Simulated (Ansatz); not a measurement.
Two G0W0 runs on MoSSe/WS2 (heterobilayer).

The cell holds 6 atoms: 1 Mo, 3 S, 1 Se and 1 W. Cell: a = 3.155 Å, b = 3.155 Å, c = 41.700 Å, α = 90.0°, β = 90.0°, γ = 120.0°. It derives from Mo1S1Se1. Regions: layer 1 (MoSSe), 3 atoms (1 Mo, 1 S and 1 Se); layer 2 (WS2), 3 atoms (1 W and 2 S). Vacuum lies along c.

```xyz
6
Lattice="3.1550 0.0000 0.0000 -1.5775 2.7323 0.0000 0.0000 0.0000 41.7000" Properties=species:S:1:pos:R:3
Mo    0.0000    1.8215   17.9361
S     1.5775    0.9108   19.4662
Se    1.5775    0.9108   16.2366
W     0.0000    0.0000   23.9133
S     0.0000    1.8215   25.4634
S     0.0000    1.8215   22.3626
```

The structure was relaxed with LDA. The runs that relaxed it are not among those shown. Spin-orbit coupling is left out unless a run names it.

The first (Ansatz 0.2.0; start LDA, 9×9×1 mesh, 530 empty bands, screening to 75 eV, PAW set soft_1 files; 1 × NVIDIA H100 80GB HBM3 (shared by 6 runs) with 2 threads of AMD EPYC 7R13 (Zen 3), shared host) gave, on its mesh: starting gap 0.95 eV, G0W0 gap 1.57 eV, mean of 1 + 4πα/V (set by the cell height) 3.86, 1.8 min.

The second gave: starting gap 0.95 eV, G0W0 gap 1.52 eV, mean of 1 + 4πα/V (set by the cell height) 3.88, 53 s.

Q: What was changed in the input? Choose among start, files, mesh, bands and cutoff, frequency model or another key.

Changed: empty bands from 530 to 214 and screening cutoff (eV) from 75.0 to 41. The starting gap stayed, which rules out the functional and points to the GW step. Other changes could give like numbers; this is the one that was made.

Limits: not at the basis limit; coarse mesh for a sheet; no spin-orbit coupling.

[Paths, hosts, dates, memory and timing lines, banners, echoed tables and standing remarks are left out of the program output.]

[Logs are printed without paths, hosts, clocks, repeated set-up lines and the standing remarks that a program may print on its own settings, such as how far it seeks lower states.]

[Runs of the session that timed out or met a known fault of the program may be left out.]

[Cells called generated may have been cut or substituted from an entry of the Crystallography Open Database or the Materials Project.]

[Hosts, paths, dates, database ids (printed as entryN), source tags and the programs' standing remarks are cut or masked in the printed files.]
